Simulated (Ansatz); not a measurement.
**Lattice dynamics of RbH3Pb (model cell, started as cubic perovskite with Pb in the octahedra)**

The cell of RbH3Pb (model cell, started as cubic perovskite with Pb in the octahedra) is at rest. What are its phonons? After the zone centre comes a 4×4×4 q mesh on a 8×8×8 k mesh.

Main program and level: Ansatz 0.2.0; DFT PBEsol, scalar-relativistic, plane waves, PAW; PAW set soft_1.

The structure was built from a prototype and need not be the compound's stable phase.

## Step 1: The starting structure

The structure is cubic, space group Pm-3m (No. 221). The conventional cell has a = 4.513 Å, b = 4.513 Å, c = 4.513 Å, α = 90.00°, β = 90.00°, γ = 90.00°. Nearest to Rb lie 12 H at 3.19 Å. Nearest to Pb lie 6 H at 2.26 Å. Nearest to H lie 2 Pb at 2.26 Å and 8 H at 3.19 Å and 4 Rb at 3.19 Å. Farther neighbours are not listed.

## Step 2: Modes at Γ

The cell comes from relaxations at this level that are not shown. The zone centre comes first: it holds the modes that light can see, as far as symmetry allows. No field response is asked, since the mesh shows no gap.

Contents of input.yaml:

```yaml
crystal:
  lattice:
    - [4.5128424719, 0.0, 0.0]
    - [0.0, 4.5128424719, 0.0]
    - [0.0, 0.0, 4.5128424719]
  atoms:
    - { symbol: Rb, position: [0.0, 0.0, 0.0] }
    - { symbol: Pb, position: [0.5, 0.5, 0.5] }
    - { symbol: H, position: [0.5, 0.5, 0.0] }
    - { symbol: H, position: [0.5, 0.0, 0.5] }
    - { symbol: H, position: [0.0, 0.5, 0.5] }
kpoints:
  mp_grid: { grid: [8, 8, 8] }
hamiltonian:
  xc: pbesol
  pseudopotentials: { kind: paw, azcp: { folder: soft_1 }, xc_functional: pbe }
scf:
  occupations: { method: methfessel_paxton, width: 0.2 }
output:
  eigenvalues: true
phonons:
  method: dfpt
```

Launch:

```console
> ansatz run input.yaml --threads 4 --pin off --max-ram 16384MiB --backend cpu --events-out ev --progress --plain --runs-dir out
```

The runs that follow: the dispersion. Settings of the main run: cutoff 420 eV, 8×8×8 k-mesh, 4×4×4 q-mesh, Methfessel-Paxton occupations, smearing width 0.2 eV, PAW set soft 1.

Before running: what should come out for the highest optical mode at the zone centre, lowest optical zone-centre mode and lowest mode on the q mesh?

Modes are clearly imaginary (beyond 10i cm⁻¹) at 6 of the 10 irreducible wavevectors, most at Γ (957.6i cm⁻¹), so this structure is not a minimum of the energy. The optical modes at Γ span -958 to 425 cm⁻¹ (negative means imaginary). The highest mode in this list at Γ, 425.0 cm⁻¹, is mostly motion of H (99 % of the kinetic energy).

| Property | Result |
| --- | --- |
| volume per atom | 18.4 Å³ |
| electronic character | no gap on this mesh |
| highest optical mode at the zone centre (no LO-TO term) | 425 cm⁻¹ |
| lowest optical zone-centre mode | -958 cm⁻¹ |
| lowest mode on the q mesh (acoustic modes at Γ apart) | -958 cm⁻¹ |
| highest frequency on the path or at a solved wavevector | 1130 cm⁻¹ |
| imaginary modes on the 4×4×4 q mesh | yes |

With no gap, or one that is small against the smearing, the frequencies hang on the k mesh and the smearing, most of all near Kohn anomalies. Spin-orbit coupling is left out, which can matter for the heavy elements here. The PAW files were made for PBE and serve the other functionals too. A phonon run warned that its eigensolver left some bands unconverged in a pass. The starting cell was built on a prototype and not taken from a measurement, so the phase need not exist. These are harmonic frequencies at zero temperature: anharmonic shifts, linewidths and thermal expansion are left out.

[Logs are printed without paths, hosts, clocks, repeated set-up lines and the standing remarks that a program may print on its own settings, such as how far it seeks lower states.]

[Hosts, paths, dates, database ids (printed as entryN), source tags and the programs' standing remarks are cut or masked in the printed files.]
